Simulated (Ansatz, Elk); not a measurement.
## Bonding as seen by X-rays: TlCdBi

Structure refinements treat a crystal as free atoms side by side. For a made-up structure of TlCdBi (cell and positions from a PBE relaxation) the runs below show what the calculated density changes in F(hkl).

Main program and level: Elk 11.2.3 (patched build); DFT, PBE, all-electron APW+lo, Dirac cores, scalar-relativistic bands, static density, no spin.

The structure was built from a prototype and need not be the compound's stable phase.

## Step 1: Starting point

The structure is hexagonal, space group P6_3/mmc (No. 194). Conventional cell: a = 5.474 Å, b = 5.474 Å, c = 6.899 Å, α = 90.00°, β = 90.00°, γ = 120.00°. Nearest to Bi lie 2 Bi at 3.45 Å and 6 Cd at 3.60 Å and 6 Tl at 3.60 Å. Nearest to Tl lie 5 Cd at 3.16 to 3.45 Å and 6 Bi at 3.60 Å. Nearest to Cd lie 5 Tl at 3.16 to 3.45 Å and 6 Bi at 3.60 Å. Farther neighbours are not listed.

## Step 2: Ground state and structure factors

An all-electron density is needed, since X-rays see the cores too. Task 0 finds the density and task 195 Fourier-transforms it; tshift is off so that phases refer to the origin typed.

elk.in

```
tasks
  0
  195

xctype
  20

spinpol
  .false.

rgkmax
  7.0

gmaxvr
  14.0

lmaxo
  7

lmaxapw
  8

swidth
  0.002

tshift
  .false.

ramdisk
  .false.

hmaxvr
  5.5

maxscl
  120

epspot
  1e-06

sppath
  './'

avec
  10.34464054007 0.00000000000 0.00000000000
  -5.17232027004 8.95872150072 0.00000000000
  0.00000000000 0.00000000000 13.03707418016

atoms
  3
  'Bi.in'
  2
  0.0000000000 -0.0000000000 0.0000000000   0.000000 0.000000 0.000000
  0.0000000000 0.0000000000 0.5000000000   0.000000 0.000000 0.000000
  'Tl.in'
  2
  0.6666666667 0.3333333333 0.2500000000   0.000000 0.000000 0.000000
  0.3333333333 0.6666666667 0.7500000000   0.000000 0.000000 0.000000
  'Cd.in'
  2
  0.6666666667 0.3333333333 0.7500000000   0.000000 0.000000 0.000000
  0.3333333333 0.6666666667 0.2500000000   0.000000 0.000000 0.000000

ngridk
  5 5 4
```

Command:

```console
OMP_NUM_THREADS=4 elk
```

Numbers of over 12 decimals in the logs are rounded to 6 here.

The program printed:

```text
┌─────────────────────────┐
│ Elk code version 11.2.3 │
└─────────────────────────┘

All units are atomic (Hartree, Bohr, etc.)

┌─────────────────────────────────────────────────┐
│ Ground-state run starting from atomic densities │
└─────────────────────────────────────────────────┘

Lattice vectors :
   10.34464054       0.000000000       0.000000000
  -5.172320270       8.958721501       0.000000000
   0.000000000       0.000000000       13.03707418

Reciprocal lattice vectors :
  0.6073855619      0.3506742177      -0.000000000
   0.000000000      0.7013484353       0.000000000
   0.000000000      -0.000000000      0.4819474999

Unit cell volume      :    1208.207638
Brillouin zone volume :   0.2053042918

Muffin-tin inner radius fraction :   0.1000000000E-01

Nuclei treated as point charges

Species : 1 (Bi)
 parameters loaded from : Bi.in
 name : bismuth
 nuclear charge    :   -83.00000000
 electronic charge :    83.00000000
 atomic mass :    380947.9285
 muffin-tin radius :    2.800000000
 number of radial points in muffin-tin :   1393
 inner part over the whole radius :   0.9976520004E-02
 number on inner part of muffin-tin    :   1001
 approximate nuclear radius :   0.1052171418E-03
 number of mesh points to nuclear radius :    526
 atomic positions (lattice), magnetic fields (Cartesian) :
  1 :   0.00000000  0.00000000  0.00000000    0.00000000  0.00000000  0.00000000
  2 :   0.00000000  0.00000000  0.50000000    0.00000000  0.00000000  0.00000000

Species : 2 (Tl)
 parameters loaded from : Tl.in
 name : thallium
 nuclear charge    :   -81.00000000
 electronic charge :    81.00000000
 atomic mass :    372567.9643
 muffin-tin radius :    2.800000000
 number of radial points in muffin-tin :   1393
 inner part over the whole radius :   0.9893942913E-02
 number on inner part of muffin-tin    :   1000
 approximate nuclear radius :   0.1043008296E-03
 number of mesh points to nuclear radius :    525
 atomic positions (lattice), magnetic fields (Cartesian) :
  1 :  -0.33333333  0.33333333  0.25000000    0.00000000  0.00000000  0.00000000
  2 :   0.33333333 -0.33333333 -0.25000000    0.00000000  0.00000000  0.00000000

Species : 3 (Cd)
 parameters loaded from : Cd.in
 name : cadmium
 nuclear charge    :   -48.00000000
 electronic charge :    48.00000000
 atomic mass :    204912.7176
 muffin-tin radius :    2.600000000
 number of radial points in muffin-tin :   1193
 inner part over the whole radius :   0.9972693929E-02
 number on inner part of muffin-tin    :    850
 approximate nuclear radius :   0.8708852602E-04
 number of mesh points to nuclear radius :    426
 atomic positions (lattice), magnetic fields (Cartesian) :
  1 :  -0.33333333  0.33333333 -0.25000000    0.00000000  0.00000000  0.00000000
  2 :   0.33333333 -0.33333333  0.25000000    0.00000000  0.00000000  0.00000000

Total number of atoms per unit cell :    6
Total muffin-tin volume :    515.0536436
 ratio of muffin-tin to unit cell volume :   0.4262956362

Spin treatment :
 spin-unpolarised

Number of Bravais lattice symmetries :   24
Number of crystal symmetries         :   24
Crystal has inversion symmetry
Real symmetric eigensolver will be used

k-point grid :      5     5     4
k-point offset :    0.000000000       0.000000000       0.000000000
k-point set is reduced with full crystal symmetry group
Total number of k-points :       15

Muffin-tin radius times maximum |G+k| :    7.000000000
 using average radius
Maximum |G+k| for APW functions       :    2.560975610
Maximum (1/2)|G+k|²                   :    3.279298037
Maximum |G| for potential and density :    14.00000000
Constant for pseudocharge density :   10
 order of it for each species :   17  17  17
 order of it for pair densities of each species (exact exchange by exxq0 0: 18) :   10  10   8
Radial integration step length :    1

G-vector grid sizes :     48    48    60
Number of G-vectors :    55907

Maximum angular momentum used for
 APW functions            :    8
 outer part of muffin-tin :    7
[...]
electron entropic           :    -0.13344403013071E-02
 total energy                :     -94934.425886504

Density of states at Fermi energy :    105.3419586
 (states/Hartree/unit cell)

Estimated indirect band gap :   0.7161089765E-03
 from k-point 3 to k-point 2
Estimated direct band gap   :   0.5004581477E-02
 at k-point 1

Charges :
 core                        :    320.0000000
 valence                     :    104.0000000
 interstitial                :    9.916569182
 muffin-tins (core leakage)
  species : 1 (Bi)
[...]
species : 2 (Tl)
[...]
species : 3 (Cd)
[...]
total in muffin-tins        :    414.0834308
 total calculated charge     :    423.9975408
 total charge                :    424.0000000
 error                       :   0.2459151460E-02

RMS change in Kohn-Sham potential (target) :   0.1424416912     (  0.1000000000E-05)
Absolute change in total energy (target)   :   0.8505988250     (  0.1000000000E-03)

[... loops 3 to 15 left out ...]

┌──────────────────┐
│ Loop number : 16 │
└──────────────────┘

Energies :
 Fermi                       :     0.185255
 sum of occupied eigenvalues :     -58535.270825531
 electron kinetic            :      109257.14295773
 core electron kinetic       :      108128.87071314
 Coulomb                     :     -202318.52250093
 Coulomb potential           :     -165344.99107557
 nuclear-nuclear             :     -7580.4712346406
 electron-nuclear            :     -224267.41682570
 Hartree                     :      29529.365559407
 Madelung                    :     -119646.02696314
 xc potential                :     -2447.4227076882
 exchange                    :     -1845.5096832317
 correlation                 :     -25.337393363957
 electron entropic           :    -0.10286729965109E-02
 total energy                :     -94932.227648470

Density of states at Fermi energy :    75.77560449
 (states/Hartree/unit cell)

Estimated indirect band gap :   0.4169429914E-02
 from k-point 6 to k-point 3
Estimated direct band gap   :   0.6274335704E-02
 at k-point 9

Charges :
 core                        :    320.0000000
 valence                     :    104.0000000
 interstitial                :    9.645347559
 muffin-tins (core leakage)
  species : 1 (Bi)
[...]
species : 2 (Tl)
[...]
species : 3 (Cd)
[...]
total in muffin-tins        :    414.3546524
 total calculated charge     :    423.9976198
 total charge                :    424.0000000
 error                       :   0.2380209314E-02

RMS change in Kohn-Sham potential (target) :   0.1016559819E-07 (  0.1000000000E-05)
Absolute change in total energy (target)   :   0.3970430407E-04 (  0.1000000000E-03)

Convergence targets achieved

┌──────────────────┐
│ Loop number : 17 │
└──────────────────┘

Energies :
 Fermi                       :     0.185255
 sum of occupied eigenvalues :     -58535.270827117
 electron kinetic            :      109257.14295584
 core electron kinetic       :      108128.87071013
 Coulomb                     :     -202318.52249992
 Coulomb potential           :     -165344.99107465
 nuclear-nuclear             :     -7580.4712346406
 electron-nuclear            :     -224267.41682443
 Hartree                     :      29529.365559159
 Madelung                    :     -119646.02696259
 xc potential                :     -2447.4227083015
 exchange                    :     -1845.5096832147
 correlation                 :     -25.337393365117
 electron entropic           :    -0.10286729698316E-02
 total energy                :     -94932.227649332

Density of states at Fermi energy :    75.77560151
 (states/Hartree/unit cell)

Estimated indirect band gap :   0.4169429313E-02
 from k-point 6 to k-point 3
Estimated direct band gap   :   0.6274336155E-02
 at k-point 9

Charges :
 core                        :    320.0000000
 valence                     :    104.0000000
 interstitial                :    9.645347624
 muffin-tins (core leakage)
  species : 1 (Bi)
[...]
species : 2 (Tl)
[...]
atom 2                    :    79.56732370     (  0.3654718903E-04)
  species : 3 (Cd)
   atom 1                    :    46.53516161     (  0.2396404524E-03)
   atom 2                    :    46.53516161     (  0.2396404524E-03)
 total in muffin-tins        :    414.3546524
 total calculated charge     :    423.9976198
 total charge                :    424.0000000
 error                       :   0.2380209307E-02

┌──────────────────────────────┐
│ Self-consistent loop stopped │
└──────────────────────────────┘

Warning : core states of species 1 leak from the muffin-tin :   0.6662649136E-03

Warning : core states of species 3 leak from the muffin-tin :   0.2396404524E-03

Wrote STATE.OUT
```

Run time: 53 s. Hardware: 4 threads of Arm Neoverse V2, shared host; peak memory 0.33 GiB; 2.1 min of CPU time.

SFACRHO.OUT:

```text

h k l indices transformed by vhmat matrix:
   1.000000000       0.000000000       0.000000000    
   0.000000000       1.000000000       0.000000000    
   0.000000000       0.000000000       1.000000000    

      h      k      l  multipl.   |H|            Re(F)            Im(F)           |F|

      0      0      0      1   0.0000000       424.00000      0.54198859E-16   424.00000    
      0      0      1      2  0.48194750      0.68751998E-13  0.41918123E-13  0.80523079E-13
     -1      1      0      6  0.70134844       35.123289      -0.0000000       35.123289    
      0      1      1      6  0.85097769      -54.477746      0.54493560E-13   54.477746    
      0     -1      1      6  0.85097769       54.477746      0.54493560E-13   54.477746    
      0      0      2      2  0.96389500      -81.421666     -0.83688644E-13   81.421666    
     -1      1     -2      6   1.1920500       254.19936      0.96411683E-13   254.19936    
     -1      1      2      6   1.1920500       254.19936     -0.75452622E-13   254.19936    
     -2      1      0      6   1.2147711       363.10726      0.97053281E-13   363.10726    
      1      1      1     12   1.3068827      0.74502449E-13  0.25150874E-13  0.78633208E-13
      0      2      0      6   1.4026969       32.456779      0.50301748E-13   32.456779    
      0      0     -3      2   1.4458425     -0.22569130E-12 -0.15090524E-12  0.27149393E-12
      0      2      1      6   1.4831830       50.971684      0.18863155E-13   50.971684    
     -2      2      1      6   1.4831830      -50.971684      0.35630405E-13   50.971684    
      1      1      2     12   1.5507297      -70.926099      0.14979256E-13   70.926099    
      0     -1     -3      6   1.6069692       50.234137     -0.15928887E-12   50.234137    
      0     -1      3      6   1.6069692      -50.234137      0.11737074E-12   50.234137    
      0     -2      2      6   1.7019554       231.30458     -0.37726311E-13   231.30458
```

Elk indexes on the primitive cell of elk.in and gives |H| = 4π sin θ/λ in inverse bohr. Below, one row stands for each form hkl of the conventional cell (m members, Friedel mates merged), F is for one primitive cell and the density is static (no thermal factor). Free-atom factors are Waasmaier and Kirfel's, and R is Σm||F|−|F'||/Σm|F|.

```
hkl   m  sin θ/λ (Å⁻¹)  abs F, DFT  neutral atoms   diff.
001   2          0.072       0.000          0.000  +0.000
100   6          0.105      35.123         35.154  -0.030
101  12          0.128      54.478         54.457  +0.020
002   2          0.145      81.422         81.511  -0.090
102  12          0.179     254.199        254.536  -0.337
110   6          0.183     363.107        363.702  -0.595
111  12          0.197       0.000          0.000  +0.000
200   6          0.211      32.457         32.406  +0.051
003   2          0.217       0.000          0.000  +0.000
201  12          0.223      50.972         50.915  +0.057
112  12          0.233      70.926         71.179  -0.253
103  12          0.242      50.234         50.205  +0.029
202  12          0.256     231.305        231.493  -0.188
210  12          0.279      31.129         31.032  +0.096
113  12          0.284       0.000          0.000  +0.000
211  24          0.288      48.419         48.442  -0.024
004   2          0.290     317.264        317.356  -0.092
203  12          0.303      47.863         47.897  -0.034
```

## Step 3: The highest occupied states alone

An energy window below the Fermi level keeps the highest occupied states, to see at which angles they scatter; shallow core shells can lie inside it and anion s states outside. No new self-consistency is needed.

Edit elk.in of step 2 so:

```diff
@@ -1,3 +1,2 @@
 tasks
-  0
   195
@@ -40,2 +39,5 @@
 
+wsfac
+  -0.255740 0.485250
+
 sppath
```

Command:

```console
OMP_NUM_THREADS=4 elk
```

The program printed:

```text
┌─────────────────────────────────┐
│ Elk code version 11.2.3 started │
└─────────────────────────────────┘

Info(readinput): the functional depends on the density's gradient
 muffin-tin radial points multiplied by    2.00000
 (not where nrmtscf is given)

┌────────────────────┐
│ Current task : 195 │
└────────────────────┘

Info(sfacrho): density structure factors written to SFACRHO.OUT

 Energy window :  -0.2557400000      0.4852500000

┌──────────────────┐
│ Elk code stopped │
└──────────────────┘
```

The job ended after 29 s (4 threads; peak memory 0.24 GiB).

States within 12 eV below the Fermi level hold 60.00 electrons; any levels below the window count with the cores. Their amplitudes can exceed the total, where window and core parts have opposite phase:

```
hkl  sin θ/λ (Å⁻¹)  abs F, window  abs F, all
001          0.072          0.000       0.000
100          0.105         13.955      35.123
101          0.128          0.272      54.478
002          0.145         28.237      81.422
102          0.179         13.759     254.199
110          0.183         25.561     363.107
111          0.197          0.000       0.000
200          0.211          9.791      32.457
003          0.217          0.000       0.000
201          0.223          0.909      50.972
```

## Step 4: Another functional

The difference from free atoms is small, so it is set against the change that PBEsol makes.

Edit elk.in of step 3 so:

```diff
@@ -1,2 +1,3 @@
 tasks
+  0
   195
@@ -4,3 +5,3 @@
 xctype
-  20
+  22
 
@@ -39,5 +40,2 @@
 
-wsfac
-  -0.255740 0.485250
-
 sppath
```

Command:

```console
OMP_NUM_THREADS=4 elk
```

The program printed:

```text
┌─────────────────────────┐
│ Elk code version 11.2.3 │
└─────────────────────────┘

All units are atomic (Hartree, Bohr, etc.)

┌─────────────────────────────────────────────────┐
│ Ground-state run starting from atomic densities │
└─────────────────────────────────────────────────┘

Lattice vectors :
   10.34464054       0.000000000       0.000000000
  -5.172320270       8.958721501       0.000000000
   0.000000000       0.000000000       13.03707418

Reciprocal lattice vectors :
  0.6073855619      0.3506742177      -0.000000000
[...]
species : 3 (Cd)
   atom 1                    :    46.53065301     (  0.2419125791E-03)
   atom 2                    :    46.53065301     (  0.2419125791E-03)
 total in muffin-tins        :    414.3327935
 total calculated charge     :    423.9976094
 total charge                :    424.0000000
 error                       :   0.2390607664E-02

┌──────────────────────────────┐
│ Self-consistent loop stopped │
└──────────────────────────────┘

Warning : core states of species 1 leak from the muffin-tin :   0.6692388881E-03

Warning : core states of species 3 leak from the muffin-tin :   0.2419125791E-03

Wrote STATE.OUT
[key lines of the parts left out:]
total energy                :     -94904.611941905
```

It took 50 s on 4 threads; peak memory 0.32 GiB; 1.9 min of CPU time.

Against the first run R = 0.01 %; the largest change is -0.034 at 110.

## Step 5: A coarser k-mesh

About half the k-points along each axis test the sampling.

Edit elk.in of step 4 so:

```diff
@@ -5,3 +5,3 @@
 xctype
-  22
+  20
 
@@ -64,2 +64,2 @@
 ngridk
-  5 5 4
+  2 2 2
```

Command:

```console
OMP_NUM_THREADS=4 elk
```

The program printed:

```text
┌─────────────────────────┐
│ Elk code version 11.2.3 │
└─────────────────────────┘

All units are atomic (Hartree, Bohr, etc.)

┌─────────────────────────────────────────────────┐
│ Ground-state run starting from atomic densities │
└─────────────────────────────────────────────────┘

Lattice vectors :
   10.34464054       0.000000000       0.000000000
  -5.172320270       8.958721501       0.000000000
   0.000000000       0.000000000       13.03707418

Reciprocal lattice vectors :
  0.6073855619      0.3506742177      -0.000000000
[...]
species : 3 (Cd)
   atom 1                    :    46.52126524     (  0.2396817840E-03)
   atom 2                    :    46.52126524     (  0.2396817840E-03)
 total in muffin-tins        :    414.3340961
 total calculated charge     :    423.9976283
 total charge                :    424.0000000
 error                       :   0.2371707753E-02

┌──────────────────────────────┐
│ Self-consistent loop stopped │
└──────────────────────────────┘

Warning : core states of species 1 leak from the muffin-tin :   0.6670641241E-03

Warning : core states of species 3 leak from the muffin-tin :   0.2396817840E-03

Wrote STATE.OUT
[key lines of the parts left out:]
total energy                :     -94932.216304875
```

Elapsed: 37 s, on 4 threads; peak memory 0.32 GiB; 65 s of CPU time.

Against the first run R = 0.01 %; the largest change is +0.190 at 002.

## Step 6: Settings against the effect

```
          run  R against the first run (%)  R against neutral atoms, low angle (%)  wall time
PBE, rgkmax 7                         0.00                                    0.12       53 s
       PBEsol                         0.01                                    0.13       50 s
 k-mesh 2×2×2                         0.01                                    0.14       37 s
```

## Step 7: Results

```
R against neutral atoms, sin θ/λ < 0.3 Å⁻¹ : 0.12 %
R against neutral atoms, 0.3 to 0.72 Å⁻¹   : 0.06 %
```

**Reading.** Independent neutral atoms miss the calculated amplitudes by R = 0.12 % below 0.3 Å⁻¹ and 0.06 % from there to 0.72 Å⁻¹; by shells, 0.06 % below 0.15 Å⁻¹ (3 forms), 0.13 % 0.15 to 0.3 (10 forms), 0.05 % 0.3 to 0.45 (23 forms), 0.07 % above 0.45 (83 forms). Bonding, aspherical density and the tables' own atoms all enter these figures, and the runs don't part them. The largest change of an amplitude is -0.59 electrons, at 110. The window's part falls from 60.0 electrons at the origin to at most 0.94 between 0.45 and 0.72 Å⁻¹, where compact states inside the window still scatter. The window holds more than the 40 outer electrons of the free atoms, so shallow core shells lie inside it. Below 0.3 Å⁻¹ the changes that finished (PBEsol and k-mesh 2×2×2) move F by R = 0.05 % at most, against the 0.12 % that separates it from free atoms, so the difference from free atoms is only partly resolved. A single amplitude moves by up to 0.19 electrons, against 0.59 for the largest difference from free atoms. The basis has no finished test. Spin-orbit coupling is left out, which can matter for elements this heavy. Part of the difference isn't bonding: the tables are fits to free atoms and ions calculated by other methods than this functional. Thermal motion, anomalous dispersion and extinction are left out.

[Logs are printed without paths, hosts, clocks, repeated set-up lines and the standing remarks that a program may print on its own settings, such as how far it seeks lower states.]

[Hosts, paths, dates, database ids (printed as entryN), source tags and the programs' standing remarks are cut or masked in the printed files.]
